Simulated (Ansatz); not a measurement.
# Dielectric response of CeO2 (111) films, part 3 of 4

Aim: the electronic and static ε of fluorite CeO2 (111) from films of three thicknesses in a field.

Ansatz 0.2.0; plane-wave DFT, PBEsol, Ansatz PAW.

So far. Step 7 (Relaxing in the field, 6 atoms, field -0.05 V/Å): The dipole is -0.0227 e·Å, and the gap on the mesh 1.900 eV. Step 8 (Response with the atoms relaxed, 6 atoms, units 2): The induced dipole is that of a conductor 6.48 Å thick.

### 9. Relaxing the slab, 9 atoms, units 3

This step: plane-wave DFT, PBEsol, Ansatz PAW (Ansatz 0.2.0).

System of this step: CeO2 (111), 3 units. The cell holds 9 atoms: 6 O and 3 Ce. Cell: a = 3.825 Å, b = 3.825 Å, c = 25.809 Å, α = 90.0°, β = 90.0°, γ = 120.0°. It derives from CeO2 (fluorite CeO2). Vacuum lies along c.

The next thickness, treated alike, so that differences show the interior and the faces cancel.

input.yaml

```yaml
crystal:
  lattice:
    - [3.82544769, 0.0, 0.0]
    - [-1.91272384, 3.31293488, 0.0]
    - [0.0, 0.0, 25.8086623908]
  atoms:
    - { symbol: O, position: [0.66666667, 0.33333333, 0.348720126] }
    - { symbol: Ce, position: [0.33333333, 0.66666667, 0.3789761008] }
    - { symbol: O, position: [0.0, 0.0, 0.4092320756] }
    - { symbol: O, position: [0.33333333, 0.66666667, 0.4697440252] }
    - { symbol: Ce, position: [0.0, 0.0, 0.5] }
    - { symbol: O, position: [0.66666667, 0.33333333, 0.5302559748] }
    - { symbol: O, position: [0.0, 0.0, 0.5907679244] }
    - { symbol: Ce, position: [0.66666667, 0.33333333, 0.6210238992] }
    - { symbol: O, position: [0.33333333, 0.66666667, 0.651279874] }
kpoints:
  mp_grid: { grid: [12, 12, 1] }
hamiltonian:
  xc: pbesol
scf:
  occupations: { method: fixed }
  convergence: { dr2_threshold: 1.0e-09 }
efield:
  axis: 3
  dipole_correction: true
  ramp_position: 0.97
  ramp_width: 0.06
relax:
  f_tol: 0.003
  max_steps: 100
output:
  eigenvalues: true
  write_potential: true
  write_density: true
  volumetric_format: npy
  elf: true
```

The run is started by

```console
$ ansatz run input.yaml --threads 4 --pin off --max-ram 12288MiB --backend cpu --events-out ev --progress --plain --runs-dir out
```

Numbers of over 12 decimals in the logs are rounded to 6 here.

The program printed:

```text
[...]
Crystal: 9 atoms, lattice volume = 327.085 Å³
Basis set: ecut = 420 eV, 6363 PW (Γ), exchange–correlation on 54×54×360 points (8 copies of the dense FFT grid, shifted against one another)
Bands: 45, of which v1, the nominal top of the filled ones, is band 36 counted from 1 (35 counted from 0)
Symmetry: 6 space group operations
[...]
- { symbol: O, position: [0.333333, 0.666667, 0.469416] }
    - { symbol: Ce, position: [0, 0, 0.500000] }
    - { symbol: O, position: [0.666667, 0.333333, 0.530584] }
    - { symbol: O, position: [-2.132468651420419e-19, 2.1324686402715556e-19, 0.589289] }
    - { symbol: Ce, position: [0.666667, 0.333333, 0.619519] }
    - { symbol: O, position: [0.333333, 0.666667, 0.648516] }
[key lines of the parts left out:]
SCF converged after 9 iterations
Free energy (F): -22834.479181 eV
Fermi energy:    0.029748 eV
Dipole field:    D = 0.000000 V/Å  (p = 0.000000 e·Å, saw-weighted, corrected)
Work function:   Φ+ = 6.2970 eV   Φ− = 6.2971 eV
```

Wall time 61 s (4 threads of Arm Neoverse V1, shared host); peak memory 0.83 GiB; 4 min of CPU time.

The steps of the relaxation:

| step | energy less that of the first step (eV) | largest force component (eV/Å) |
| --- | --- | --- |
| 1 | 0.0000 | 0.2121 |
| 2 | -0.0130 | 0.2341 |
| 3 | -0.0221 | 0.0425 |
| 4 | -0.0224 | 0.0057 |
| 5 | -0.0224 | 0.0024 |

The run keeps the 6 symmetry operations that it works with, so distortions that break them were not tested.

The atoms that moved most (Å):

| atom | dx | dy | dz | length |
| --- | --- | --- | --- | --- |
| O1 | 0.000 | 0.000 | 0.071 | 0.071 |
| O9 | 0.000 | 0.000 | -0.071 | 0.071 |
| Ce2 | 0.000 | 0.000 | 0.039 | 0.039 |
| Ce8 | 0.000 | 0.000 | -0.039 | 0.039 |
| O7 | 0.000 | 0.000 | -0.038 | 0.038 |
| O3 | 0.000 | 0.000 | 0.038 | 0.038 |
| O4 | 0.000 | 0.000 | -0.008 | 0.008 |
| O6 | 0.000 | 0.000 | 0.008 | 0.008 |

The relaxation took 5 steps and lowered the energy by 0.022 eV; the largest force on the free atoms ends at 0.0024 eV/Å.

The gap is 1.94 eV, with the valence edge 6.30 eV and the conduction edge 4.35 eV under the upper vacuum level.

### 10. Single point, 9 atoms, units 3, field 0.1 V/Å

input.yaml

```yaml
crystal:
  lattice:
    - [3.8254476898, -2.9e-09, 0.0]
    - [-1.9127238424, 3.3129348816, 0.0]
    - [0.0, 0.0, 25.8086623908]
  atoms:
    - { symbol: O, position: [0.6666666667, 0.3333333333, 0.3514835689] }
    - { symbol: Ce, position: [0.3333333333, 0.6666666667, 0.3804814013] }
    - { symbol: O, position: [0.0, 0.0, 0.4107114253] }
    - { symbol: O, position: [0.3333333333, 0.6666666667, 0.4694157725] }
    - { symbol: Ce, position: [0.0, 0.0, 0.5000000006] }
    - { symbol: O, position: [0.6666666667, 0.3333333333, 0.5305842261] }
    - { symbol: O, position: [0.0, 0.0, 0.5892885739] }
    - { symbol: Ce, position: [0.6666666667, 0.3333333333, 0.619518599] }
    - { symbol: O, position: [0.3333333333, 0.6666666667, 0.6485164324] }
kpoints:
  mp_grid: { grid: [12, 12, 1] }
hamiltonian:
  xc: pbesol
scf:
  occupations: { method: fixed }
  convergence: { dr2_threshold: 1.0e-10 }
efield:
  axis: 3
  dipole_correction: true
  ramp_position: 0.9582
  ramp_width: 0.0837
  amplitude: 0.1
output:
  write_potential: true
  write_density: true
  volumetric_format: npy
```

The program printed:

```text
[...]
Crystal: 9 atoms, lattice volume = 327.085 Å³
Basis set: ecut = 420 eV, 6363 PW (Γ)
Bands: 45, of which v1, the nominal top of the filled ones, is band 36 counted from 1 (35 counted from 0)
Symmetry: 6 space group operations
k-points: 19 of 144 (time reversal used)
[...]
k-point 0: bands = [... 32 lower, -0.4577, -0.4577, -0.3662, -0.3662, 1.9674, 2.1046, 2.1046, 2.1717, ... 5 higher]
  k-point 1: bands = [... 32 lower, -0.4326, -0.3538, -0.3505, -0.2537, 1.9757, 2.1005, 2.1086, 2.1670, ... 5 higher]
  k-point 2: bands = [... 32 lower, -0.4323, -0.2961, -0.2182, -0.0605, 1.9970, 2.0882, 2.1178, 2.1552, ... 5 higher]
  k-point 18: bands = [... 32 lower, -0.5601, -0.3302, -0.1449, -0.0953, 2.0072, 2.0373, 2.0964, 2.1203, ... 5 higher]
[key lines of the parts left out:]
SCF converged after 21 iterations
Free energy (F): -22834.482242 eV
Fermi energy:    0.036055 eV
Dipole field:    D = 0.031884 V/Å  (p = 0.057633 e·Å, saw-weighted, corrected)
```

The job ended after 23 s (4 threads; peak memory 0.82 GiB).

The dipole is 0.0576 e·Å, and the gap on the mesh 1.931 eV.

### 11. Atoms held, 9 atoms, units 3, field -0.1 V/Å

Changes to input.yaml since step 10:

```diff
@@ -27,3 +27,3 @@
   ramp_width: 0.0837
-  amplitude: 0.1
+  amplitude: -0.1
 output:
```

The program printed:

```text
[...]
Crystal: 9 atoms, lattice volume = 327.085 Å³
Basis set: ecut = 420 eV, 6363 PW (Γ)
Bands: 45, of which v1, the nominal top of the filled ones, is band 36 counted from 1 (35 counted from 0)
Symmetry: 6 space group operations
k-points: 19 of 144 (time reversal used)
[...]
k-point 0: bands = [... 32 lower, -0.4575, -0.4575, -0.3660, -0.3660, 1.9675, 2.1048, 2.1048, 2.1719, ... 5 higher]
  k-point 1: bands = [... 32 lower, -0.4324, -0.3536, -0.3504, -0.2536, 1.9759, 2.1006, 2.1087, 2.1672, ... 5 higher]
  k-point 2: bands = [... 32 lower, -0.4321, -0.2959, -0.2181, -0.0603, 1.9972, 2.0884, 2.1180, 2.1554, ... 5 higher]
  k-point 18: bands = [... 32 lower, -0.5599, -0.3300, -0.1447, -0.0952, 2.0074, 2.0375, 2.0965, 2.1205, ... 5 higher]
[key lines of the parts left out:]
SCF converged after 21 iterations
Free energy (F): -22834.482242 eV
Fermi energy:    0.036230 eV
Dipole field:    D = -0.031883 V/Å  (p = -0.057631 e·Å, saw-weighted, corrected)
```

It took 23 s on 4 threads; peak memory 0.82 GiB; 90 s of CPU time.

The dipole is -0.0576 e·Å, and the gap on the mesh 1.931 eV.

### 12. Response with the atoms held, 9 atoms, units 3

This step: plane-wave DFT, PBEsol, Ansatz PAW; response to a field along the normal, atoms held (Ansatz 0.2.0).

Local field over the applied field, running mean. From the potentials at -0.1 and 0.1 V/Å; running mean over 3.123 Å, taken twice. Table of local field over applied field by z:

| z (Å) | local field over applied field |
| --- | --- |
| 5 | 0.990 |
| 6 | 0.943 |
| 7 | 0.818 |
| 8 | 0.614 |
| 9 | 0.386 |
| 10 | 0.221 |
| 11 | 0.143 |
| 12 | 0.126 |
| 13 | 0.125 |
| 14 | 0.126 |
| 15 | 0.152 |
| 16 | 0.245 |
| 17 | 0.427 |
| 18 | 0.657 |
| 19 | 0.849 |
| 20 | 0.957 |
| 21 | 0.993 |

The induced dipole is that of a conductor 8.23 Å thick.

### 13. Relaxing in the field, 9 atoms, units 3, field 0.05 V/Å

This step: plane-wave DFT, PBEsol, Ansatz PAW (Ansatz 0.2.0).

The same pair of relaxations in the field for this thickness.

Changes to input.yaml since step 11:

```diff
@@ -25,5 +25,8 @@
   dipole_correction: true
-  ramp_position: 0.9582
-  ramp_width: 0.0837
-  amplitude: -0.1
+  ramp_position: 0.97
+  ramp_width: 0.06
+  amplitude: 0.05
+relax:
+  f_tol: 0.0006
+  max_steps: 70
 output:
```

The program printed:

```text
[...]
Crystal: 9 atoms, lattice volume = 327.085 Å³
Basis set: ecut = 420 eV, 6363 PW (Γ), exchange–correlation on 54×54×360 points (8 copies of the dense FFT grid, shifted against one another)
Bands: 45, of which v1, the nominal top of the filled ones, is band 36 counted from 1 (35 counted from 0)
Symmetry: 6 space group operations
k-points: 19 of 144 (time reversal used)
[...]
- { symbol: Ce, position: [0.333333, 0.666667, 0.380523] }
    - { symbol: O, position: [0, 0, 0.410705] }
    - { symbol: O, position: [0.333333, 0.666667, 0.469413] }
    - { symbol: Ce, position: [0, 0, 0.500050] }
    - { symbol: O, position: [0.666667, 0.333333, 0.530587] }
    - { symbol: O, position: [0, 0, 0.589285] }
    - { symbol: Ce, position: [0.666667, 0.333333, 0.619572] }
    - { symbol: O, position: [0.333333, 0.666667, 0.648451] }
[key lines of the parts left out:]
SCF converged after 7 iterations
Free energy (F): -22834.480012 eV
Fermi energy:    0.030233 eV
Dipole field:    D = 0.018376 V/Å  (p = 0.033217 e·Å, saw-weighted, corrected)
```

The job ended after 45 s (4 threads; peak memory 0.78 GiB; 3 min of CPU time).

Hardly anything moved in the relaxation; the energy changed by under 0.2 meV an atom.

The relaxation took 4 steps and lowered the energy by 1.1e-4 eV; the largest force on the free atoms ends at 5.6e-4 eV/Å.

The dipole is 0.0332 e·Å, and the gap on the mesh 1.943 eV.

### 14. Field on, atoms free, 9 atoms, units 3, field -0.05 V/Å

The opposite sign, again from the field-free geometry; the difference of the two cancels what relaxes without a field.

Changes to input.yaml since step 13:

```diff
@@ -27,3 +27,3 @@
   ramp_width: 0.06
-  amplitude: 0.05
+  amplitude: -0.05
 relax:
```

The program printed:

```text
[...]
Crystal: 9 atoms, lattice volume = 327.085 Å³
Basis set: ecut = 420 eV, 6363 PW (Γ), exchange–correlation on 54×54×360 points (8 copies of the dense FFT grid, shifted against one another)
Bands: 45, of which v1, the nominal top of the filled ones, is band 36 counted from 1 (35 counted from 0)
Symmetry: 6 space group operations
k-points: 19 of 144 (time reversal used)
[...]
- { symbol: Ce, position: [0.333333, 0.666667, 0.380428] }
    - { symbol: O, position: [0, 0, 0.410715] }
    - { symbol: O, position: [0.333333, 0.666667, 0.469413] }
    - { symbol: Ce, position: [0, 0, 0.499950] }
    - { symbol: O, position: [0.666667, 0.333333, 0.530587] }
    - { symbol: O, position: [0, 0, 0.589295] }
    - { symbol: Ce, position: [0.666667, 0.333333, 0.619477] }
    - { symbol: O, position: [0.333333, 0.666667, 0.648585] }
[key lines of the parts left out:]
SCF converged after 7 iterations
Free energy (F): -22834.480012 eV
Fermi energy:    0.030233 eV
Dipole field:    D = -0.018376 V/Å  (p = -0.033217 e·Å, saw-weighted, corrected)
```

Run time: 46 s. Hardware: 4 threads; peak memory 0.77 GiB; 3 min of CPU time.

Hardly anything moved in the relaxation; the energy changed by under 0.2 meV an atom.

The relaxation took 4 steps and lowered the energy by 1.1e-4 eV; the largest force on the free atoms ends at 5.6e-4 eV/Å.

The dipole is -0.0332 e·Å, and the gap on the mesh 1.943 eV.

### 15. Response with the atoms relaxed, 9 atoms, units 3

This step: plane-wave DFT, PBEsol, Ansatz PAW; response to a field along the normal, atoms relaxed (Ansatz 0.2.0).

Local field over the applied field, running mean. From the potentials at -0.05 and 0.05 V/Å; running mean over 3.123 Å, taken twice. Local field over applied field against z:

| z (Å) | local field over applied field |
| --- | --- |
| 4.5 | 0.996 |
| 5.0 | 0.989 |
| 5.5 | 0.965 |
| 6.0 | 0.930 |
| 6.5 | 0.891 |
| 7.0 | 0.802 |
| 7.5 | 0.669 |
| 8.0 | 0.526 |
| 8.5 | 0.396 |
| 9.0 | 0.289 |
| 9.5 | 0.160 |
| 10.0 | 0.0684 |
| 10.5 | 0.0399 |
| 11.0 | 0.0332 |
| 11.5 | 0.0281 |
| 12.0 | 0.0148 |
| 12.5 | 0.0178 |
| 13.0 | 0.0261 |
| 13.5 | 0.0138 |
| 14.0 | 0.0196 |
| 14.5 | 0.0305 |
| 15.0 | 0.0351 |
| 15.5 | 0.0463 |
| 16.0 | 0.0935 |
| 16.5 | 0.210 |
| 17.0 | 0.332 |
| 17.5 | 0.441 |
| 18.0 | 0.580 |
| 18.5 | 0.723 |
| 19.0 | 0.844 |
| 19.5 | 0.909 |
| 20.0 | 0.942 |
| 20.5 | 0.977 |
| 21.0 | 0.993 |
| 21.5 | 0.998 |

The induced dipole is that of a conductor 9.49 Å thick.

### 16. Relaxing the slab, 15 atoms, units 5

This step: plane-wave DFT, PBEsol, Ansatz PAW (Ansatz 0.2.0).

System of this step: CeO2 (111), 5 units. The cell holds 15 atoms: 10 O and 5 Ce. Its edges and angles: a = 3.825 Å, b = 3.825 Å, c = 32.056 Å, α = 90.0°, β = 90.0°, γ = 120.0°. It derives from CeO2 (fluorite CeO2). Vacuum lies along c.

The next thickness, treated alike, so that differences show the interior and the faces cancel.

input.yaml

```yaml
crystal:
  lattice:
    - [3.82544769, 0.0, 0.0]
    - [-1.91272384, 3.31293488, 0.0]
    - [0.0, 0.0, 32.0555923034]
  atoms:
    - { symbol: O, position: [0.66666667, 0.33333333, 0.2807622431] }
    - { symbol: Ce, position: [0.33333333, 0.66666667, 0.3051219939] }
    - { symbol: O, position: [0.0, 0.0, 0.3294817447] }
    - { symbol: O, position: [0.33333333, 0.66666667, 0.3782012462] }
    - { symbol: Ce, position: [0.0, 0.0, 0.4025609969] }
    - { symbol: O, position: [0.66666667, 0.33333333, 0.4269207477] }
    - { symbol: O, position: [0.0, 0.0, 0.4756402492] }
    - { symbol: Ce, position: [0.66666667, 0.33333333, 0.5] }
    - { symbol: O, position: [0.33333333, 0.66666667, 0.5243597508] }
    - { symbol: O, position: [0.66666667, 0.33333333, 0.5730792523] }
    - { symbol: Ce, position: [0.33333333, 0.66666667, 0.5974390031] }
    - { symbol: O, position: [0.0, 0.0, 0.6217987538] }
    - { symbol: O, position: [0.33333333, 0.66666667, 0.6705182553] }
    - { symbol: Ce, position: [0.0, 0.0, 0.6948780061] }
    - { symbol: O, position: [0.66666667, 0.33333333, 0.7192377569] }
kpoints:
  mp_grid: { grid: [12, 12, 1] }
hamiltonian:
  xc: pbesol
scf:
  occupations: { method: fixed }
  convergence: { dr2_threshold: 1.0e-09 }
efield:
  axis: 3
  dipole_correction: true
  ramp_position: 0.97
  ramp_width: 0.06
relax:
  f_tol: 0.003
  max_steps: 100
output:
  eigenvalues: true
  dos: { projected: true, e_range: [-7, 7] }
  write_potential: true
  write_density: true
  volumetric_format: npy
checkpoint:
  write: rel5.run
  compress: false
  write_wavefunctions: false
```

The program printed:

```text
Ce: projections on atomic orbitals take those of the free atom [Kr 4d10] 4f1 5s2 5p6 5d1 6s2, of charge +0.00 (hamiltonian.pseudopotentials.projection_atoms); the dataset's partial waves leave at most 1.4e-5 of an orbital's norm unspanned inside its sphere
[...]
Crystal: 15 atoms, lattice volume = 406.255 Å³
[...]
- { symbol: O, position: [0.333333, 0.666667, 0.524196] }
    - { symbol: O, position: [0.666667, 0.333333, 0.572822] }
    - { symbol: Ce, position: [0.333333, 0.666667, 0.597021] }
    - { symbol: O, position: [0, 0, 0.621669] }
    - { symbol: O, position: [0.333333, 0.666667, 0.668850] }
    - { symbol: Ce, position: [-2.974172207446783e-19, 2.9741721918974934e-19, 0.693217] }
    - { symbol: O, position: [0.666667, 0.333333, 0.716559] }
[key lines of the parts left out:]
SCF converged after 8 iterations
Free energy (F): -38058.329456 eV
Fermi energy:    2.178999 eV
Dipole field:    D = 0.000000 V/Å  (p = 0.000000 e·Å, saw-weighted, corrected)
Work function:   Φ+ = 6.3153 eV   Φ− = 6.3152 eV
```

Run time: 2.7 min. Hardware: 4 threads; peak memory 1.2 GiB.

Step by step:

| step | energy less that of the first step (eV) | largest force component (eV/Å) |
| --- | --- | --- |
| 1 | 0.0000 | 0.2118 |
| 2 | -0.0143 | 0.2310 |
| 3 | -0.0239 | 0.0499 |
| 4 | -0.0243 | 0.0105 |
| 5 | -0.0243 | 0.0004 |

Forces are held to the 6 operations that the run works with; a distortion that breaks them can't arise in this run.

The atoms that moved most (Å):

| atom | dx | dy | dz | length |
| --- | --- | --- | --- | --- |
| O1 | 0.000 | 0.000 | 0.086 | 0.086 |
| O15 | 0.000 | 0.000 | -0.086 | 0.086 |
| O13 | 0.000 | 0.000 | -0.053 | 0.053 |
| O3 | 0.000 | 0.000 | 0.053 | 0.053 |
| Ce2 | 0.000 | 0.000 | 0.053 | 0.053 |
| Ce14 | 0.000 | 0.000 | -0.053 | 0.053 |
| Ce5 | 0.000 | 0.000 | 0.013 | 0.013 |
| Ce11 | 0.000 | 0.000 | -0.013 | 0.013 |

Final coordinates:

```cif
data_structure
_symmetry_space_group_name_H-M 'P 1'
_symmetry_Int_Tables_number 1
_cell_length_a 3.8254
_cell_length_b 3.8254
_cell_length_c 32.0556
_cell_angle_alpha 90.000
_cell_angle_beta 90.000
_cell_angle_gamma 120.000
_cell_volume 406.26
loop_
_atom_site_label
_atom_site_type_symbol
_atom_site_fract_x
_atom_site_fract_y
_atom_site_fract_z
_atom_site_occupancy
O1 O 0.66667 0.33333 0.28344 1
Ce2 Ce 0.33333 0.66667 0.30678 1
O3 O 0.00000 0.00000 0.33115 1
O4 O 0.33333 0.66667 0.37833 1
Ce5 Ce 0.00000 0.00000 0.40298 1
O6 O 0.66667 0.33333 0.42718 1
O7 O 0.00000 0.00000 0.47580 1
Ce8 Ce 0.66667 0.33333 0.50000 1
O9 O 0.33333 0.66667 0.52420 1
O10 O 0.66667 0.33333 0.57282 1
Ce11 Ce 0.33333 0.66667 0.59702 1
O12 O 0.00000 0.00000 0.62167 1
O13 O 0.33333 0.66667 0.66885 1
Ce14 Ce 0.00000 0.00000 0.69322 1
O15 O 0.66667 0.33333 0.71656 1
```

Running mean over 3.123 Å of the planar mean; the ramp of the sawtooth is left out. The electron's electrostatic potential energy less the highest filled level by z:

| z (Å) | electron's electrostatic potential energy less the highest filled level (eV) |
| --- | --- |
| 4 | 6.32 |
| 5 | 6.31 |
| 6 | 6.30 |
| 7 | 5.92 |
| 8 | 2.03 |
| 9 | -3.25 |
| 10 | -5.12 |
| 11 | -5.39 |
| 12 | -5.39 |
| 13 | -5.24 |
| 14 | -5.28 |
| 15 | -5.30 |
| 16 | -5.24 |
| 17 | -5.29 |
| 18 | -5.29 |
| 19 | -5.24 |
| 20 | -5.38 |
| 21 | -5.38 |
| 22 | -5.14 |
| 23 | -3.50 |
| 24 | 1.72 |
| 25 | 5.83 |
| 26 | 6.29 |
| 27 | 6.31 |
| 28 | 6.32 |

The relaxation took 5 steps and lowered the energy by 0.024 eV; the largest force on the free atoms ends at 3.9e-4 eV/Å.

The gap is 1.95 eV, with the valence edge 6.32 eV and the conduction edge 4.37 eV under the upper vacuum level.

### 17. Single point, 15 atoms, units 5, field 0.1 V/Å

input.yaml

```yaml
crystal:
  lattice:
    - [3.8254476898, -2.9e-09, 0.0]
    - [-1.9127238424, 3.3129348816, 0.0]
    - [0.0, 0.0, 32.0555923034]
  atoms:
    - { symbol: O, position: [0.6666666667, 0.3333333333, 0.2834412844] }
    - { symbol: Ce, position: [0.3333333333, 0.6666666667, 0.3067831734] }
    - { symbol: O, position: [0.0, 0.0, 0.3311501169] }
    - { symbol: O, position: [0.3333333333, 0.6666666667, 0.3783309782] }
    - { symbol: Ce, position: [0.0, 0.0, 0.4029789891] }
    - { symbol: O, position: [0.6666666667, 0.3333333333, 0.427177688] }
    - { symbol: O, position: [0.0, 0.0, 0.475804485] }
    - { symbol: Ce, position: [0.6666666667, 0.3333333333, 0.5000000008] }
    - { symbol: O, position: [0.3333333333, 0.6666666667, 0.524195515] }
    - { symbol: O, position: [0.6666666667, 0.3333333333, 0.5728223128] }
    - { symbol: Ce, position: [0.3333333333, 0.6666666667, 0.5970210129] }
    - { symbol: O, position: [0.0, 0.0, 0.6216690168] }
    - { symbol: O, position: [0.3333333333, 0.6666666667, 0.6688498772] }
    - { symbol: Ce, position: [0.0, 0.0, 0.6932168279] }
    - { symbol: O, position: [0.6666666667, 0.3333333333, 0.7165587217] }
kpoints:
  mp_grid: { grid: [12, 12, 1] }
hamiltonian:
  xc: pbesol
scf:
  occupations: { method: fixed }
  convergence: { dr2_threshold: 1.0e-10 }
efield:
  axis: 3
  dipole_correction: true
  ramp_position: 0.9659
  ramp_width: 0.0683
  amplitude: 0.1
output:
  write_potential: true
  write_density: true
  volumetric_format: npy
```

The program printed:

```text
[...]
Crystal: 15 atoms, lattice volume = 406.255 Å³
Basis set: ecut = 420 eV, 7943 PW (Γ)
Bands: 75, of which v1, the nominal top of the filled ones, is band 60 counted from 1 (59 counted from 0)
Symmetry: 6 space group operations
k-points: 19 of 144 (time reversal used)
[...]
k-point 0: bands = [... 56 lower, 1.6770, 1.6770, 1.8357, 1.8357, 4.0997, 4.2317, 4.2317, 4.2437, ... 11 higher]
  k-point 1: bands = [... 56 lower, 1.6995, 1.7963, 1.8540, 1.9464, 4.1075, 4.2274, 4.2304, 4.2534, ... 11 higher]
  k-point 2: bands = [... 56 lower, 1.7926, 1.8967, 1.9882, 2.1255, 4.1272, 4.2149, 4.2314, 4.2751, ... 11 higher]
  k-point 18: bands = [... 56 lower, 1.9319, 1.9577, 1.9803, 2.1202, 4.1325, 4.1472, 4.1873, 4.2249, ... 11 higher]
[key lines of the parts left out:]
SCF converged after 27 iterations
Free energy (F): -38058.334305 eV
Fermi energy:    2.222481 eV
Dipole field:    D = 0.042585 V/Å  (p = 0.095608 e·Å, saw-weighted, corrected)
```

The job ended after 75 s (4 threads; peak memory 1.3 GiB; 4.9 min of CPU time).

The dipole is 0.0956 e·Å, and the gap on the mesh 1.877 eV.

(Continued in part 4 of 4.)

[Logs are printed without paths, hosts, clocks, repeated set-up lines and the standing remarks that a program may print on its own settings, such as how far it seeks lower states.]

[Hosts, paths, dates, database ids (printed as entryN), source tags and the programs' standing remarks are cut or masked in the printed files.]

[Maps of the electrostatic potential energy from Ansatz leave out the sawtooth potential of an applied field or a dipole correction, so their vacuum need not be flat; planar profiles and work functions include it.]
